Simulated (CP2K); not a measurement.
Two runs for the C K edge of 3-carboxyfuran. Run A: CP2K XAS_TDP, all-electron GAPW, PBEh(45%), aug-cc-pVDZ, TDA, no relativity. Run B differs in one setting.

First lines with a strength over 0.0015. A:

| atom | energy (eV) | states | strength, one atom |
| --- | --- | --- | --- |
| C2 (bonded to C and 2 O) | 283.47 | 1 | 0.0697 |
|  | 288.25 | 1 | 0.0034 |
|  | 288.34 | 1 | 0.0055 |
|  | 289.81 | 1 | 0.0053 |
|  | 290.01 | 1 | 0.0097 |
| C4 (bonded to 3 C) | 281.79 | 1 | 0.0264 |
|  | 285.28 | 1 | 0.0021 |
|  | 285.34 | 1 | 0.0334 |
|  | 286.36 | 1 | 0.0042 |
|  | 286.53 | 1 | 0.0015 |
| C5 (bonded to 2 C and H) | 281.92 | 1 | 0.0512 |
|  | 284.70 | 1 | 0.0087 |
|  | 285.69 | 1 | 0.0042 |
|  | 286.20 | 1 | 0.0042 |
|  | 287.05 | 1 | 0.0067 |
| C6 (bonded to C, O and H) | 282.79 | 1 | 0.0535 |
|  | 285.11 | 1 | 0.0016 |
|  | 285.81 | 1 | 0.0195 |
|  | 286.43 | 1 | 0.0208 |
|  | 286.90 | 1 | 0.0032 |
| C8 (bonded to C, O and H) | 282.16 | 1 | 0.0557 |
|  | 286.33 | 1 | 0.0196 |
|  | 287.12 | 1 | 0.0139 |
|  | 287.28 | 1 | 0.0079 |
|  | 287.53 | 1 | 0.0023 |

B:

| atom | energy (eV) | states | strength, one atom |
| --- | --- | --- | --- |
| C2 (bonded to C and 2 O) | 290.05 | 1 | 0.0681 |
|  | 294.83 | 1 | 0.0033 |
|  | 294.91 | 1 | 0.0054 |
|  | 296.39 | 1 | 0.0052 |
|  | 296.59 | 1 | 0.0095 |
| C4 (bonded to 3 C) | 287.46 | 1 | 0.0259 |
|  | 290.95 | 1 | 0.0021 |
|  | 291.01 | 1 | 0.0327 |
|  | 292.03 | 1 | 0.0041 |
|  | 292.35 | 1 | 0.0018 |
| C5 (bonded to 2 C and H) | 287.96 | 1 | 0.0501 |
|  | 290.75 | 1 | 0.0085 |
|  | 291.74 | 1 | 0.0041 |
|  | 292.25 | 1 | 0.0041 |
|  | 293.09 | 1 | 0.0065 |
| C6 (bonded to C, O and H) | 288.69 | 1 | 0.0524 |
|  | 291.01 | 1 | 0.0016 |
|  | 291.71 | 1 | 0.0191 |
|  | 292.33 | 1 | 0.0204 |
|  | 292.80 | 1 | 0.0031 |
| C8 (bonded to C, O and H) | 287.98 | 1 | 0.0545 |
|  | 292.14 | 1 | 0.0193 |
|  | 292.93 | 1 | 0.0137 |
|  | 293.09 | 1 | 0.0077 |
|  | 293.35 | 1 | 0.0023 |

Which was it: scalar relativity switched on, the functional, GW2X switched on, the basis?

GW2X switched on. GW2X shifts an atom's lines together and keeps their spacings. Against PBEh(45%) in aug-cc-pVDZ, the leading lines move by +6.58 eV (C2, to 290.05), +5.67 eV (C4, to 287.46), +6.04 eV (C5, to 287.96), +5.90 eV (C6, to 288.69) and +5.82 eV (C8, to 287.98).

[Hosts, paths, dates, database ids (printed as entryN), source tags and the programs' standing remarks are cut or masked in the printed files.]
